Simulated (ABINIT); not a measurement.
# Dielectric function and optical constants of ZnSe (Stilleite)

Wanted: where ZnSe (Stilleite) starts to absorb, how strongly, and its refractive index.

Method: DFT, LDA, plane waves with norm-conserving potentials (PseudoDojo 0.4.1), scalar-relativistic, independent-particle linear optical response without local fields, in ABINIT 10.8.3.

### 1. Starting point

Symmetry: F-43m, No. 216, cubic system. The conventional cell has a = 5.668 Å, b = 5.668 Å, c = 5.668 Å, α = 90.00°, β = 90.00°, γ = 90.00°. Nearest to Se lie 4 Zn at 2.45 Å. Zn has 4 Se at 2.45 Å nearest. Farther neighbours and most contacts between anions are not listed.

Structure file:

```cif
data_structure
_symmetry_space_group_name_H-M 'F-43m'
_symmetry_Int_Tables_number 216
_cell_length_a 5.6676
_cell_length_b 5.6676
_cell_length_c 5.6676
_cell_angle_alpha 90.000
_cell_angle_beta 90.000
_cell_angle_gamma 90.000
_cell_volume 182.05
loop_
_atom_site_label
_atom_site_type_symbol
_atom_site_symmetry_multiplicity
_atom_site_Wyckoff_symbol
_atom_site_fract_x
_atom_site_fract_y
_atom_site_fract_z
_atom_site_occupancy
Se1 Se 4 c 0.25000 0.25000 0.25000 1
Zn1 Zn 4 a 0.00000 0.00000 0.00000 1
```

### 2. Ground state, bands and velocity matrix elements

The self-consistent density comes first; it also tells whether there is a gap, which decides the occupations and the need for a Drude term.

This step: DFT, LDA, plane waves with norm-conserving potentials (PseudoDojo 0.4.1), scalar-relativistic, ground state, bands at fixed density and velocity matrix elements (ABINIT 10.8.3).

File run.abi:

```
# ground state, bands on a dense mesh, and the derivatives d/dk of the wave functions
ndtset 3

ngkpt1 7 7 7
shiftk1 0.0 0.0 0.0
tolvrs1 1.0d-12
nband1 22
prtden1 1

iscf2 -2
getden2 1
ngkpt2 10 10 10
shiftk2 0.0 0.0 0.0
kptopt2 1
nband2 37
nbdbuf2 4
tolwfr2 1.0d-14

optdriver3 8
wfk_task3 "wfk_ddk"
prtevk3 1
getwfk3 2
getden3 1
iscf3 -2
ngkpt3 10 10 10
shiftk3 0.0 0.0 0.0
kptopt3 1
nband3 37

nshiftk 1
occopt 3
tsmear 0.001837
ecut 45.0
nstep 80
iomode 3
chksymbreak 0
chkprim 0
chksymtnons 0
acell 3*1.0 Angstrom
rprim
  0.000000000000 2.833800000000 2.833800000000
  2.833800000000 0.000000000000 2.833800000000
  2.833800000000 2.833800000000 0.000000000000
natom 2
ntypat 2
znucl 34 30
typat 1 2
xred
  0.750000000000 0.750000000000 0.750000000000
  0.000000000000 0.000000000000 0.000000000000
pseudos "Se.upf, Zn.upf"
```

Started as:

```console
$ mpirun -n 4 abinit run.abi
```

Numbers of over 12 decimals in the logs are rounded to 6 here.

Output:

```text
DATASET    1 : space group F-4 3 m (#216); Bravais cF (face-center cubic)
 DATASET    2 : space group F-4 3 m (#216); Bravais cF (face-center cubic)
 DATASET    3 : space group F-4 3 m (#216); Bravais cF (face-center cubic)
            ngfft          48      48      48
                         0.06997    0.06997    0.06997    0.03499    0.01749    0.06997
                         0.06997    0.03499    0.01749    0.03499    0.06997    0.13994
                         0.00600    0.02400    0.02400    0.02400    0.02400    0.02400
                         0.02400    0.02400    0.01200    0.00600    0.02400    0.02400
                         0.02400    0.02400    0.02400    0.01200    0.00600    0.02400
                         0.02400    0.02400    0.01200    0.00600    0.02400    0.01200
                         0.00300    0.02400    0.04800    0.04800    0.02400    0.02400
                         0.04800    0.04800    0.04800    0.02400    0.02400    0.04800
                         0.02400    0.01200    0.02400    0.02400    0.01200
                         0.00600    0.02400    0.02400    0.02400    0.02400    0.02400
                         0.02400    0.02400    0.01200    0.00600    0.02400    0.02400
                         0.02400    0.02400    0.02400    0.01200    0.00600    0.02400
                         0.02400    0.02400    0.01200    0.00600    0.02400    0.01200
                         0.00300    0.02400    0.04800    0.04800    0.02400    0.02400
                         0.04800    0.04800    0.04800    0.02400    0.02400    0.04800
                         0.02400    0.01200    0.02400    0.02400    0.01200
== DATASET  1 ==================================================================
 Real(R)+Recip(G) space primitive vectors, cartesian coordinates (Bohr,Bohr^-1):
 R(1)=  0.0000000  5.3551059  5.3551059  G(1)= -0.0933688  0.0933688  0.0933688
 R(2)=  5.3551059  0.0000000  5.3551059  G(2)=  0.0933688 -0.0933688  0.0933688
 R(3)=  5.3551059  5.3551059  0.0000000  G(3)=  0.0933688  0.0933688 -0.0933688
 Unit cell volume ucvol=  3.0713845E+02 bohr^3
 Angles (23,13,12)=  6.00000000E+01  6.00000000E+01  6.00000000E+01 degrees
 getcut: wavevector=  0.0000  0.0000  0.0000  ngfft=  48  48  48
     iter   Etot(hartree)      deltaE(h)  residm     vres2
 ETOT  1  -326.26547788184    -3.263E+02 1.652E+00 1.175E+04
 ETOT  2  -327.83706272551    -1.572E+00 7.386E-02 2.032E+04
 ETOT  3  -329.81734395609    -1.980E+00 2.960E-02 3.088E+03
 ETOT  4  -330.01232880312    -1.950E-01 1.231E-02 1.319E+03
 ETOT  5  -330.10394053337    -9.161E-02 2.647E-03 4.344E+02
 ETOT  6  -330.13954955607    -3.561E-02 9.121E-04 1.089E+02
 ETOT  7  -330.15040832171    -1.086E-02 3.913E-03 8.405E+00
 ETOT  8  -330.15133852279    -9.302E-04 6.582E-04 4.783E-01
 ETOT  9  -330.15140018958    -6.167E-05 6.973E-04 1.920E-02
 ETOT 10  -330.15140265020    -2.461E-06 3.263E-04 2.563E-04
 ETOT 11  -330.15140268941    -3.922E-08 1.417E-04 8.863E-07
 ETOT 12  -330.15140268960    -1.858E-10 6.687E-04 2.060E-07
 ETOT 13  -330.15140268964    -3.996E-11 1.872E-04 4.913E-09
 ETOT 14  -330.15140268963     7.105E-12 7.580E-04 1.306E-10
 ETOT 15  -330.15140268961     2.296E-11 1.249E-04 1.621E-12
 ETOT 16  -330.15140268962    -1.239E-11 5.669E-04 5.407E-14
 At SCF step   16       vres2   =  5.41E-14 < tolvrs=  1.00E-12 =>converged.
 Cartesian components of stress tensor (hartree/bohr^3)
  sigma(1 1)=  1.16493385E-04  sigma(3 2)=  0.00000000E+00
  sigma(2 2)=  1.16493385E-04  sigma(3 1)=  0.00000000E+00
  sigma(3 3)=  1.16493385E-04  sigma(2 1)=  0.00000000E+00
 Mean square residual over all n,k,spin=   13.197E-07; max=  56.695E-05
 Fermi (or HOMO) energy (hartree) =   0.13706   Average Vxc (hartree)=  -0.37954
 Eigenvalues (hartree) for nkpt=  20  k points:
 kpt#   1, nband= 22, wtk=  0.00292, kpt=  0.0000  0.0000  0.0000 (reduced coord)
  -4.45732   -2.78961   -2.78961   -2.78961   -1.61254   -1.61254   -1.61254   -1.61235
  -1.61235   -0.37249   -0.12735   -0.12735   -0.12735   -0.11409   -0.11409    0.11702
   0.11702    0.11702    0.15486    0.32722    0.32722    0.32722
   2.00000    2.00000    2.00000    2.00000    2.00000    2.00000    2.00000    2.00000
   2.00000    2.00000    2.00000    2.00000    2.00000    2.00000    2.00000    1.99996
   1.99996    1.99996    0.00012    0.00000    0.00000    0.00000
kinetic             :  1.70473917218191E+02
hartree             :  1.24780182856835E+02
xc                  : -4.60039723066997E+01
Ewald energy        : -1.64371564730923E+02
psp_core            :  6.45919173349288E+00
local_psp           : -3.22524167923036E+02
non_local_psp       : -9.89649895221797E+01
internal            : -3.30151402674320E+02
'-kT*entropy'       : -1.53017886986216E-08
total_energy        : -3.30151402689622E+02
total_energy_eV     : -8.98387733823971E+03
 Cartesian components of stress tensor (hartree/bohr^3)
  sigma(1 1)=  1.16493385E-04  sigma(3 2)=  0.00000000E+00
  sigma(2 2)=  1.16493385E-04  sigma(3 1)=  0.00000000E+00
  sigma(3 3)=  1.16493385E-04  sigma(2 1)=  0.00000000E+00
-Cartesian components of stress tensor (GPa)         [Pressure= -3.4274E+00 GPa]
== DATASET  2 ==================================================================
 Real(R)+Recip(G) space primitive vectors, cartesian coordinates (Bohr,Bohr^-1):
 R(1)=  0.0000000  5.3551059  5.3551059  G(1)= -0.0933688  0.0933688  0.0933688
 R(2)=  5.3551059  0.0000000  5.3551059  G(2)=  0.0933688 -0.0933688  0.0933688
 R(3)=  5.3551059  5.3551059  0.0000000  G(3)=  0.0933688  0.0933688 -0.0933688
 Unit cell volume ucvol=  3.0713845E+02 bohr^3
 Angles (23,13,12)=  6.00000000E+01  6.00000000E+01  6.00000000E+01 degrees
 getcut: wavevector=  0.0000  0.0000  0.0000  ngfft=  48  48  48
 Mean square residual over all n,k,spin=   50.501E-16; max=  99.881E-16
 Eigenvalues (hartree) for nkpt=  47  k points:
 kpt#   1, nband= 37, wtk=  0.00100, kpt=  0.0000  0.0000  0.0000 (reduced coord)
  -4.45732   -2.78961   -2.78961   -2.78961   -1.61254   -1.61254   -1.61254   -1.61235
  -1.61235   -0.37249   -0.12735   -0.12735   -0.12735   -0.11409   -0.11409    0.11702
   0.11702    0.11702    0.15486    0.32722    0.32722    0.32722    0.47154    0.54021
   0.54021    0.59089    0.59089    0.59089    0.68889    1.07106    1.07106    1.07106
   1.12072    1.12072    1.12072    1.15851    1.15851
== DATASET  3 ==================================================================
            ngfft          48      48      48
[...]
0.00300    0.02400    0.04800    0.04800    0.02400    0.02400
                         0.04800    0.04800    0.04800    0.02400    0.02400    0.04800
                         0.02400    0.01200    0.02400    0.02400    0.01200
                         0.00600    0.02400    0.02400    0.02400    0.02400    0.02400
                         0.02400    0.02400    0.01200    0.00600    0.02400    0.02400
                         0.02400    0.02400    0.02400    0.01200    0.00600    0.02400
                         0.02400    0.02400    0.01200    0.00600    0.02400    0.01200
                         0.00300    0.02400    0.04800    0.04800    0.02400    0.02400
                         0.04800    0.04800    0.04800    0.02400    0.02400    0.04800
                         0.02400    0.01200    0.02400    0.02400    0.01200
[shortened to cell, iterations, levels, energies and stress; the echo of variables, forces, comments, warnings and credits are left out]
```

The job ended after 1.9 min (4 MPI ranks of Intel Xeon at 2.70GHz, shared host; peak memory 0.13 GiB; 7.7 min of CPU time).

Numbers from this step:

- total energy: -330.2 Ha
- gap on the k-mesh: 1.029 eV
- direct gap on the mesh: 1.029 eV

There is a gap, 1.03 eV on this mesh (points off the mesh can give less), so no carriers' term is needed.

### 3. Optical response

With the density converged, the vertical transitions are summed over the zone.

This step: DFT, LDA, plane waves with norm-conserving potentials (PseudoDojo 0.4.1), scalar-relativistic, independent-particle linear optical response without local fields (ABINIT 10.8.3).

File optic.abi:

```
&FILES
 ddkfile_1 = 'runo_DS3_1_EVK.nc',
 ddkfile_2 = 'runo_DS3_2_EVK.nc',
 ddkfile_3 = 'runo_DS3_3_EVK.nc',
 wfkfile = 'runo_DS2_WFK.nc'
/
&PARAMETERS
 broadening = 0.001470,
 domega = 0.0014700,
 maxomega = 0.58799,
 scissor = 0.0,
 tolerance = 0.002,
 nband_sum = 33
/
&COMPUTATIONS
 num_lin_comp = 1,
 lin_comp = 11,
 num_nonlin_comp = 0,
 num_linel_comp = 0,
 num_nonlin2_comp = 0
/
```

Started as:

```console
$ optic optic.abi
```

Output:

```text

 OPTIC has originally been developed by
 S. Sharma, J. K. Dewhurst and C. Ambrosch-Draxl, Phys. Rev. B 67, 165332 (2003), and
 S. Sharma and C. Ambrosch-Draxl, Physica Scripta T 109 (2004).

 rprimd(bohr)      =   0.00000   5.35511   5.35511
                       5.35511   0.00000   5.35511
                       5.35511   5.35511   0.00000
 natom             =       2
 nkpt,mband        =      47      37
 ecut              =  45.00000 Ha
 newocc: new Fermi energy is       0.137093 , with nelect=     36.000000, Number of bisection calls: 27
 Fermi level: 3.7305  (eV)

 fermie            =   0.13709 Ha   3.73049 eV
 Scissor shift     =   0.00000 Ha
 Tolerance on closeness to singularities     =   0.00200 Ha
 Smearing factor      =   0.00147 Ha
 Will use the antiresonant approximation (meaning that the antiresonant terms are neglected)
 Will not perform the bands decomposition
 linear coeffs to be calculated :
 11
 non-linear coeffs to be calculated :

 electronic part of electro-optic coeffs to be calculated :

 non-linear coeffs (V2) to be calculated :

 linear optic matrix elements will be printed :0
 optic : Call pmat2cart
 No scissor shift to be applied. Returning to main optic routine.
 optic : Call linopt
  linopt            1           1
 calculated the component:           1           1   of dielectric function
  with broadening:         (0.000000,1.46999999999999995E-003)
 and scissors shift:   0.000000
 energy window:   152.023632      eV   5.586765      Ha
 optic : Call nlinopt
 optic : Call linelop
 optic : Call nonlinopt

================================================================================

 Calculation completed.
-
program: optic
version: 10.8.3
start_datetime:
end_datetime:
overall_cpu_time:           0.2
overall_wall_time:           0.2
mpi_procs: 1
omp_threads: 1
...
```

Elapsed: 0.95 s, on 1 thread; peak memory 0.05 GiB.

Numbers from this step:

- electronic dielectric constant ε∞, mean over x, y and z (by symmetry where fewer were run): 8.674

The Im ε, E ∥ x has structure finer than the step of the table below, so its rows give means over 0.5 eV, whole bins alone (the curve runs from 0.0400 to 15.9 eV). Peaks (eV: height): 3.40: 11.9, 3.96: 15.3, 5.00: 18.6, 5.20: 20.9, 5.56: 15.8, 5.84: 17.6, 6.00: 18.6.

Sum at mesh points, not converged in k; values under the direct gap are tails of Lorentzian lines. Table of Im ε, E ∥ x by photon energy; means over each step:

```tsv
photon energy (eV)	Im ε, E ∥ x
0.5	0.0838
1.0	2.26
1.5	0.270
2.0	2.59
2.5	2.32
3.0	5.05
3.5	6.20
4.0	8.23
4.5	5.16
5.0	14.9
5.5	10.5
6.0	11.8
6.5	5.05
7.0	8.22
7.5	6.68
8.0	4.39
8.5	3.88
9.0	2.49
9.5	2.09
10.0	2.06
10.5	1.96
11.0	1.20
11.5	1.21
12.0	1.20
12.5	0.966
13.0	0.784
13.5	0.817
14.0	0.445
14.5	0.614
15.0	0.485
15.5	0.422
```

The reflectivity at normal incidence, E ∥ x has structure finer than the step of the table below, so its rows give means over 0.5 eV, whole bins alone (the curve runs from 0.0400 to 15.9 eV). Peaks (eV: height): 5.28: 60.4, 6.04: 61.5, 7.88: 62.3, 8.60: 66.2, 9.28: 60.4, 9.88: 60.8, 11.08: 57.5.

Sum at mesh points, not converged in k. The reflectivity at normal incidence, E ∥ x by photon energy; means over each step:

photon energy (eV), reflectivity at normal incidence, E ∥ x (%) and a bar from the least value:
```
      0.5       25.2 #
      1.0       26.1 ##
      1.5       24.4 
      2.0       26.8 ##
      2.5       28.8 #####
      3.0       32.3 ########
      3.5       30.4 ######
      4.0       33.6 ##########
      4.5       29.2 #####
      5.0       44.9 #####################
      5.5       41.2 ##################
      6.0       53.0 ##############################
      6.5       37.5 ##############
      7.0       40.6 #################
      7.5       45.3 ######################
      8.0       53.3 ##############################
      8.5       52.4 #############################
      9.0       48.9 #########################
      9.5       42.7 ###################
     10.0       45.6 ######################
     10.5       44.3 #####################
     11.0       49.8 ##########################
     11.5       41.9 ##################
     12.0       38.0 ##############
     12.5       42.2 ##################
     13.0       39.8 ################
     13.5       39.6 ################
     14.0       42.8 ###################
     14.5       29.9 ######
     15.0       30.5 ######
     15.5       25.4 #
```

The loss function −Im 1/ε at q → 0, E ∥ x has structure finer than the step of the table below, so its rows give means over 0.5 eV, whole bins alone (the curve runs from 0.0400 to 15.9 eV). Peaks (eV: height): 13.16: 1.01, 14.04: 1.60, 14.24: 2.28, 14.76: 1.78, 15.00: 2.80, 15.28: 2.45, 15.52: 3.01.

Sum at mesh points, not converged in k; values under the direct gap are tails of Lorentzian lines. The loss function −Im 1/ε at q → 0, E ∥ x by energy loss; means over each step:

energy loss (eV), loss function −Im 1/ε at q → 0, E ∥ x and a bar:
```
      0.5       0.00 
      1.0       0.03 
      1.5       0.00 
      2.0       0.03 
      2.5       0.02 
      3.0       0.03 
      3.5       0.06 #
      4.0       0.07 #
      4.5       0.05 #
      5.0       0.05 #
      5.5       0.09 #
      6.0       0.07 #
      6.5       0.18 ##
      7.0       0.12 ##
      7.5       0.13 ##
      8.0       0.14 ##
      8.5       0.15 ##
      9.0       0.23 ###
      9.5       0.31 ####
     10.0       0.29 ####
     10.5       0.31 ####
     11.0       0.37 #####
     11.5       0.49 ######
     12.0       0.56 #######
     12.5       0.58 ########
     13.0       0.78 ##########
     13.5       0.75 ##########
     14.0       1.30 #################
     14.5       1.38 ##################
     15.0       1.81 ########################
     15.5       2.30 ##############################
```

At chosen wavelengths:

```tsv
wavelength (nm)	n	k	R (%)	1/α
1550	3.18	0.050	27.2	2.5 µm
800	2.99	0.036	24.9	1.8 µm
633	3.36	1.592	37.7	32 nm
450	3.31	0.404	29.3	89 nm
405	3.81	0.392	34.5	82 nm
365	3.10	1.910	39.6	15 nm
193	1.11	1.804	42.7	8.5 nm
```

Below the direct gap, k and the depth come from the tails of the Lorentzian lines, not from transitions.

Rows near the edge hang on the gap, which this functional as a rule makes too small, and phonon-assisted absorption is left out.

### 4. Summary of results

```json
{
  "electronic dielectric constant ε∞, mean over x, y and z (by symmetry where fewer were run) (independent particles)": "8.67"
}
```

**Reading.** At this level (LDA, independent particles) ZnSe has ε∞ = 8.67 and n = 3.18 at 1550 nm. On the mesh the gap is 1.03 eV and the least direct gap 1.03 eV. Excitons and phonon-assisted transitions are missing, and so are local fields; LDA gaps are as a rule too small, which pulls the onset down and ε∞ up. The sum runs over mesh points 0.19 Å⁻¹ apart with no interpolation, so peaks are partly noise of the mesh; over so small a direct gap single mesh points weigh heavily, so ε∞, n and their changes from run to run can be far off.

[Logs are printed without paths, hosts, clocks, repeated set-up lines and the standing remarks that a program may print on its own settings, such as how far it seeks lower states.]

[Hosts, paths, dates, database ids (printed as entryN), source tags and the programs' standing remarks are cut or masked in the printed files.]
